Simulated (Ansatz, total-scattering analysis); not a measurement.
## From S(Q) to neighbour shells

The sample: formic acid (18 formic acid; O 40.0, C 20.0, H 40.0 atom %) at 360 K, fixed volume (mean pressure 0.6 GPa), ρ₀ = 0.0798 Å⁻³. The data come from ab initio molecular dynamics with Ansatz (revPBE-D3(BJ), plane waves, PAW default files, Langevin thermostat, no spin, fixed volume, H with the mass of D). The average runs over 0.52 ps of 90 atoms, so shells between rare elements are rough. Mean temperature 359 K, largest m.s.d. 1.00 Å², energy drift +5 meV an atom (last third less first, no steady trend), Langevin friction 10 ps⁻¹; the first quarter of the run is discarded. Preparation: last frame of a classical run of this cell, a melt at this density, then 0.3 ps at 360 K with a cheaper basis and a friction of 10 ps⁻¹ (mean temperature of the first stage 375 K), too short to forget the start in full. So short a stretch relaxes bonds and nearest shells but still remembers its start. It is a liquid as far as so short a run tells.

S(Q) is the Faber–Ziman total, Σ ci cj fi fj (Sij − 1)/⟨f⟩² + 1. Below 4 Å⁻¹ the partials are summed on the cell's own reciprocal vectors (from 0.60 Å⁻¹) and folded with a Gaussian of σ = 0.13 Å⁻¹; above it they are transforms of g(r) out to 7.1 Å, tapered over the last 40 %. The fold lowers sharp peaks, and with so few vectors their positions are good to about 0.1 Å⁻¹. X-rays take neutral-atom form factors, neutrons coherent lengths (O 5.8037, C 6.6472, H 6.6681 fm). Hydrogen is taken as deuterium. G(r) = 4πrρ₀[g(r) − 1] carries the resolution of a Lorch-windowed transform up to 20 Å⁻¹. The patterns are simulated, not measured. The cell is small: beyond half the box only the part of each shell inside it is counted, and low-Q values rest on few vectors.

X-ray, Q (Å⁻¹) and value: 0.6 -0.26, 0.9 -0.11, 1.2 0.40, 1.5 1.12, 1.8 1.90, 2.1 1.57, 2.4 1.36, 2.7 0.70, 3.0 0.66, 3.3 0.54, 3.6 0.78, 3.9 0.90, 4.2 0.86, 4.5 0.76, 4.8 0.75, 5.1 0.91, 5.4 1.11, 5.7 1.26, 6.0 1.32, 6.3 1.29, 6.6 1.19, 6.9 1.08, 7.2 1.02, 7.5 0.95, 7.8 0.88, 8.1 0.85, 8.4 0.84, 8.7 0.86, 9.0 0.90, 9.3 0.96, 9.6 0.99, 9.9 0.99, 10.2 1.02, 10.5 1.06, 10.8 1.08, 11.1 1.09, 11.4 1.12, 11.7 1.12, 12.0 1.08

neutron, Q (Å⁻¹) and value: 0.6 0.16, 0.9 0.33, 1.2 0.66, 1.5 1.18, 1.8 1.85, 2.1 1.47, 2.4 1.04, 2.7 0.80, 3.0 0.82, 3.3 0.79, 3.6 0.82, 3.9 0.89, 4.2 0.86, 4.5 0.80, 4.8 0.77, 5.1 0.83, 5.4 0.93, 5.7 1.00, 6.0 1.06, 6.3 1.11, 6.6 1.15, 6.9 1.18, 7.2 1.18, 7.5 1.14, 7.8 1.05, 8.1 0.97, 8.4 0.94, 8.7 0.93, 9.0 0.94, 9.3 0.95, 9.6 0.95, 9.9 0.96, 10.2 0.97, 10.5 0.99, 10.8 1.00, 11.1 1.00, 11.4 1.00, 11.7 1.01, 12.0 1.01

G(r):

X-ray, r (Å) and value: 0.6 -0.45, 0.7 -0.51, 0.8 -0.61, 0.9 -0.91, 1.0 -0.78, 1.1 0.74, 1.2 2.94, 1.3 3.53, 1.4 1.62, 1.5 -0.73, 1.6 -1.71, 1.7 -1.65, 1.8 -1.47, 1.9 -1.54, 2.0 -1.52, 2.1 -0.99, 2.2 -0.19, 2.3 -0.03, 2.4 -0.80, 2.5 -1.52, 2.6 -1.50, 2.7 -1.24, 2.8 -1.19, 2.9 -1.15, 3.0 -0.89, 3.1 -0.48, 3.2 0.07, 3.3 0.67, 3.4 1.06, 3.5 1.15, 3.6 1.07, 3.7 0.99, 3.8 0.82, 3.9 0.55, 4.0 0.32, 4.1 0.24, 4.2 0.28, 4.3 0.27, 4.4 0.18, 4.5 0.08, 4.6 0.05, 4.7 0.08, 4.8 0.15, 4.9 0.20, 5.0 0.16, 5.1 0.05, 5.2 0.01, 5.3 0.10, 5.4 0.19, 5.5 0.16, 5.6 0.00, 5.7 -0.18, 5.8 -0.24, 5.9 -0.12, 6.0 0.17

neutron, r (Å) and value: 0.6 -0.59, 0.7 -0.75, 0.8 -0.55, 0.9 0.30, 1.0 1.46, 1.1 2.12, 1.2 1.85, 1.3 0.95, 1.4 -0.11, 1.5 -0.91, 1.6 -1.26, 1.7 -1.18, 1.8 -0.72, 1.9 -0.12, 2.0 0.12, 2.1 -0.18, 2.2 -0.64, 2.3 -0.87, 2.4 -0.96, 2.5 -1.10, 2.6 -1.11, 2.7 -0.89, 2.8 -0.60, 2.9 -0.48, 3.0 -0.52, 3.1 -0.52, 3.2 -0.34, 3.3 -0.04, 3.4 0.26, 3.5 0.46, 3.6 0.61, 3.7 0.69, 3.8 0.65, 3.9 0.52, 4.0 0.38, 4.1 0.32, 4.2 0.37, 4.3 0.44, 4.4 0.46, 4.5 0.39, 4.6 0.30, 4.7 0.25, 4.8 0.23, 4.9 0.20, 5.0 0.14, 5.1 0.06, 5.2 -0.03, 5.3 -0.10, 5.4 -0.13, 5.5 -0.18, 5.6 -0.29, 5.7 -0.36, 5.8 -0.30, 5.9 -0.13, 6.0 0.05

**Question.** Which pairs make the maxima of G(r) below 4.5 Å, and what can the data say of the number of neighbours?

Each pair enters with the weight ci cj fi fj (2 − δij)/⟨f⟩², taking f = Z for X-rays at Q = 0: O–O 0.44 / 0.14; O–C 0.33 / 0.15; O–H 0.11 / 0.31; H–H 0.01 / 0.18; C–H 0.04 / 0.18; C–C 0.06 / 0.04 (X-ray / neutron).

| radiation | maximum (Å) | G (Å⁻²) | pairs that make it (share of the curvature of G, each pair at the same resolution) |
| --- | --- | --- | --- |
| X-ray | 1.27 | 3.65 | O–C 100 % |
| X-ray | 2.26 | 0.04 | O–O 100 % |
| X-ray | 3.48 | 1.15 | O–O 50 %, O–C 43 % |
| neutron | 1.12 | 2.14 | C–H 85 %, O–H 15 %, merged with O–C at 1.23 Å, share not resolved |
| neutron | 1.99 | 0.13 | O–H 67 %, C–H 33 % |
| neutron | 3.72 | 0.69 | O–H 34 %, O–C 18 %, C–C 16 %, H–H 15 % |

The first shell (O–H, 1.00 Å) shares its range with C–H (1.10 Å) and O–C (1.23 Å), so its area is a weighted sum. The maxima can be assigned, but 2 totals can't separate 6 partials, so the counts below come from the model itself.

From the coordinates:

```csv
pair,first peak (Å),g there,first minimum (Å),g there,neighbours,kind
O–H,1.00,12.9,1.26,0.01,"0.5 H per O, 0.5 O per H",within molecules
C–H,1.10,21.2,1.42,0.00,"1.0 H per C, 0.5 C per H",within molecules
O–C,1.23,21.0,1.58,0.01,"1.0 C per O, 2.0 O per C",within molecules
O–O,2.27,3.8,2.48,0.30,1.0,within molecules
H–H,2.85,2.8,3.20,0.87,3.4,47 % within molecules at the peak
C–C,3.77,2.1,5.24,0.71,9.6,between molecules
```

Distances within molecules give the sharpest pair functions, and with hydrogen they rule the neutron S(Q) at high Q: O–H 1.00 Å, C–H 1.10 Å, O–C 1.23 Å and O–O 2.27 Å (first peaks only). On the last frame 100 % of the H on O, N or F point at an acceptor of another molecule or at an anion within hydrogen-bond range (2.35 Å to O, N, F; 2.85 Å to Cl, Br, I).

[Logs are printed without paths, hosts, clocks, repeated set-up lines and the standing remarks that a program may print on its own settings, such as how far it seeks lower states.]
